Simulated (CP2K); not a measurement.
2-cyanothiazole has these distinct C atoms: C2 (bonded to C and N), C3 (bonded to C, N and S), C5 (bonded to C, N and H) and C6 (bonded to C, S and H).

```xyz
9

N     3.4873   -0.1215    0.2561
C     2.3220   -0.1060    0.1783
C     0.9066   -0.0358    0.0685
N     0.0777   -1.0262    0.3534
C    -1.2124   -0.6347    0.1427
C    -1.3830    0.6582   -0.3088
S     0.1307    1.4294   -0.4796
H    -2.0203   -1.3376    0.3345
H    -2.3086    1.1741   -0.5451
```

Their partial C K spectra (CP2K XAS_TDP, all-electron GAPW, PBEh(45%), aug-cc-pVDZ, TDA, GW2X-corrected core level, no relativity) are given in random order, each times the number of alike atoms.

Gaussian full width 0.5 eV, oscillator strength per eV, alike atoms added, rows of zeros left out:

| E (eV) | curve 1 | curve 2 | curve 3 | curve 4 |
| --- | --- | --- | --- | --- |
| 286.25 | 0.008 | 0.000 | 0.000 | 0.000 |
| 286.50 | 0.052 | 0.000 | 0.000 | 0.000 |
| 286.75 | 0.087 | 0.000 | 0.000 | 0.001 |
| 287.00 | 0.037 | 0.000 | 0.000 | 0.016 |
| 287.25 | 0.004 | 0.000 | 0.001 | 0.067 |
| 287.50 | 0.000 | 0.000 | 0.019 | 0.070 |
| 287.75 | 0.000 | 0.003 | 0.073 | 0.019 |
| 288.00 | 0.000 | 0.027 | 0.069 | 0.001 |
| 288.25 | 0.000 | 0.067 | 0.017 | 0.000 |
| 288.50 | 0.000 | 0.095 | 0.005 | 0.000 |
| 288.75 | 0.000 | 0.091 | 0.017 | 0.000 |
| 289.00 | 0.004 | 0.029 | 0.021 | 0.000 |
| 289.25 | 0.030 | 0.002 | 0.006 | 0.000 |
| 289.50 | 0.059 | 0.000 | 0.000 | 0.002 |
| 289.75 | 0.032 | 0.000 | 0.000 | 0.024 |
| 290.00 | 0.011 | 0.000 | 0.000 | 0.060 |
| 290.25 | 0.013 | 0.000 | 0.000 | 0.038 |
| 290.50 | 0.024 | 0.000 | 0.003 | 0.006 |
| 290.75 | 0.024 | 0.000 | 0.018 | 0.000 |
| 291.00 | 0.015 | 0.000 | 0.031 | 0.000 |
| 291.25 | 0.006 | 0.005 | 0.022 | 0.003 |
| 291.50 | 0.003 | 0.032 | 0.007 | 0.004 |
| 291.75 | 0.009 | 0.055 | 0.006 | 0.002 |
| 292.00 | 0.010 | 0.025 | 0.007 | 0.002 |
| 292.25 | 0.007 | 0.003 | 0.005 | 0.005 |
| 292.50 | 0.004 | 0.000 | 0.007 | 0.010 |
| 292.75 | 0.003 | 0.003 | 0.010 | 0.020 |
| 293.00 | 0.004 | 0.011 | 0.007 | 0.040 |
| 293.25 | 0.007 | 0.015 | 0.003 | 0.036 |
| 293.50 | 0.013 | 0.012 | 0.004 | 0.024 |
| 293.75 | 0.014 | 0.011 | 0.010 | 0.016 |
| 294.00 | 0.014 | 0.009 | 0.016 | 0.009 |
| 294.25 | 0.018 | 0.004 | 0.009 | 0.003 |
| 294.50 | 0.009 | 0.003 | 0.005 | 0.003 |
| 294.75 | 0.003 | 0.009 | 0.007 | 0.009 |
| 295.00 | 0.003 | 0.011 | 0.011 | 0.024 |
| 295.25 | 0.005 | 0.007 | 0.011 | 0.031 |
| 295.50 | 0.006 | 0.006 | 0.010 | 0.022 |
| 295.75 | 0.005 | 0.007 | 0.011 | 0.016 |
| 296.00 | 0.002 | 0.006 | 0.006 | 0.013 |
| 296.25 | 0.002 | 0.004 | 0.003 | 0.011 |
| 296.50 | 0.010 | 0.003 | 0.008 | 0.012 |
| 296.75 | 0.019 | 0.003 | 0.017 | 0.014 |

**Question.** Which curve belongs to which atom?

Curve 1: C6 (bonded to C, S and H), leading line at 286.72 eV (f = 0.047 an atom), ionisation energy 293.07 eV, term value 6.35 eV. Curve 2: C2 (bonded to C and N), leading line at 288.26 eV (f = 0.029 an atom), ionisation energy 294.19 eV, term value 5.93 eV. Curve 3: C5 (bonded to C, N and H), leading line at 287.87 eV (f = 0.045 an atom), ionisation energy 293.37 eV, term value 5.50 eV. Curve 4: C3 (bonded to C, N and S), leading line at 287.38 eV (f = 0.044 an atom), ionisation energy 294.18 eV, term value 6.80 eV. The leading line of an atom is its first one with 35 % of the strongest within 2.5 eV of its lowest line over the strength cut. A line lies at the core ionisation energy, which rises as an atom loses charge to its neighbours or to a π system, less the term value, which is large for a low π* or σ* orbital with weight on that atom.

[Banner, clock and machine lines of the logs are left out without a mark of their own.]

[Logs are printed without paths, hosts, clocks, repeated set-up lines and the standing remarks that a program may print on its own settings, such as how far it seeks lower states.]

[Hosts, paths, dates, database ids (printed as entryN), source tags and the programs' standing remarks are cut or masked in the printed files.]
